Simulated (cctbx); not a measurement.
**Solving a structure by charge flipping**

Cell a = 4.7560 Å, b = 4.7560 Å, c = 6.5760 Å, α = 90.00°, β = 90.00°, γ = 120.00°; space group P6_422 (no. 181); content Rh3 Ge6.

The data are simulated with cctbx, not measured: Mo Kα, λ = 0.71073 Å, to d = 0.77 Å, 95 % of the full sphere, strongest reflection 40000 counts, noise from counting, a 4 % proportional error and a noise floor of 2 counts (s.d.); no absorption, and some extinction, which the refinements don't model.

Charge flipping in P1 on normalised amplitudes to 0.77 Å, δ = 0.9 σ, 20 % of the reflections treated as weak, 200 cycles:

```text
cycle      R  skewness
    0  0.572     0.27
   16  0.427     1.67
   32  0.438     2.78
   48  0.461     3.19
   64  0.456     3.13
   80  0.484     3.18
   96  0.468     3.00
  112  0.494     3.50
  128  0.467     3.37
  144  0.459     3.56
  160  0.444     3.32
  176  0.467     3.69
  192  0.472     3.57
origin shift          correlation  skewness
 0.646  0.402  0.045      0.941      4.30
 0.313  0.735  0.045      0.942      4.30
 0.468  0.029  0.180      0.917      4.30
 0.801  0.695  0.180      0.917      4.10
taken: symmetry correlation 0.942, skewness 4.30
peak      x       y       z  mult  height/sigma
Q1    0.0000  0.5000  0.3333    3     11.8
Q2    0.1602  0.3204  0.0000    6      8.7
Q3    0.0000  0.0000  0.0000    3      5.3
Q4    0.3238  0.6619  0.3333    6      4.6
Q5    0.1244  0.4017  0.4135   12      0.8
Q6    0.0532  0.2655  0.5878   12      0.7
Q7    0.0000  0.0000  0.1667    3      0.7
```

The origin is taken among those within 0.04 of the best correlation, by the skewness of the map.

Run time: 0.4 s on 1 thread of AMD EPYC 7R13 Processor (Zen 3), with other jobs on the host, peak memory 0.07 GiB.

Q: Assign the peaks.

Heights go roughly as Z and multiplicities must add up to the content. First model: Q1 = Rh1 (3 in the cell, height 11.8) and Q2 = Ge1 (6 in the cell, height 8.7). Against the true structure, Q1 is Rh and Q2 is Ge; the other peaks are not atoms.

Least squares on F², isotropic:

```text
Rint 0.035, 105 unique reflections to 0.77 A
cycle     R1     wR2    GooF  max shift (A)
   1  0.2583  0.6585  30.147   0.04679
   3  0.0121  0.0451   2.066   0.00000
final R1 0.0121 wR2 0.0451 GooF 2.066  parameters 3  data/parameter 35.0
atom        x        y        z      Ueq    occ   su(xyz)  su(Uiso or U11)
Rh1    0.00000  0.50000  0.33333   0.0057  1.000  0.00000  0.0002
Ge1    0.16601  0.33201  0.00000   0.0109  1.000  0.00013  0.0002
difference map: max 0.60 min -0.75 rms 0.16
Q1    0.0993  0.1986  0.0000    6    0.63  0.55 A from Ge1
Q2    0.2412  0.4824  0.0000    6    0.48  0.62 A from Ge1
Q3    0.0000  0.5000  0.1999    6    0.43  0.88 A from Rh1
Q4    0.0000  0.1763  0.3333    6    0.39  1.54 A from Rh1
Q5    0.1750  0.4549  0.6752   12    0.39  1.45 A from Rh1
```

Anisotropic refinement:

```text
Rint 0.035, 105 unique reflections to 0.77 A
cycle     R1     wR2    GooF  max shift (A)
   1  0.0121  0.0451   2.119   0.00003
   2  0.0065  0.0188   0.884   0.00000
final R1 0.0065 wR2 0.0188 GooF 0.884  parameters 8  data/parameter 13.1
atom        x        y        z      Ueq    occ   su(xyz)  su(Uiso or U11)
Rh1    0.00000  0.50000  0.33333   0.0057  1.000  0.00000  0.0002
Ge1    0.16600  0.33200  0.00000   0.0110  1.000  0.00006  0.0001
Flack x: 0.18(9)
Hooft y: 0.144(94)  Bijvoet pairs: 22
difference map: max 0.32 min -0.41 rms 0.10
Q1    0.1549  0.3416  0.1395   12    0.34  0.92 A from Ge1
Q2    0.1886  0.5068  0.6708   12    0.28  1.50 A from Rh1
Q3    0.2549  0.6011  0.2047   12    0.28  1.35 A from Rh1
Q4    0.0000  0.0000  0.8333    3    0.27  1.75 A from Ge1
Q5    0.0000  0.3951  0.8333    6    0.25  1.47 A from Ge1
Q6    0.0000  0.1694  0.3333    6    0.23  1.57 A from Rh1
```

**Reading.** The refinement ends at R1 = 0.0065, wR2 = 0.0188, GooF = 0.88, with difference density between -0.41 and 0.32 e/Å³. Every site matches the true model in element, within 0.001 Å r.m.s., up to an allowed shift of origin or inversion. Flack x = 0.18 with s.u. 0.09: x is within 3 s.u. of 0, so the hand is right, though an s.u. above 0.04 can't exclude a small twin share.

True model:

```csv
atom,mult.,x,y,z,Ueq (Å²)
Rh1,3,0,1/2,1/3,0.0057
Ge1,6,0.3320,0.1660,1/3,0.0110
```

The model is made up (kin elements in a known structure type, no relaxation), so it says nothing on whether the phase exists.

[Middle refinement cycles are left out of these outputs.]

[Logs are printed without paths, hosts, clocks, repeated set-up lines and the standing remarks that a program may print on its own settings, such as how far it seeks lower states.]
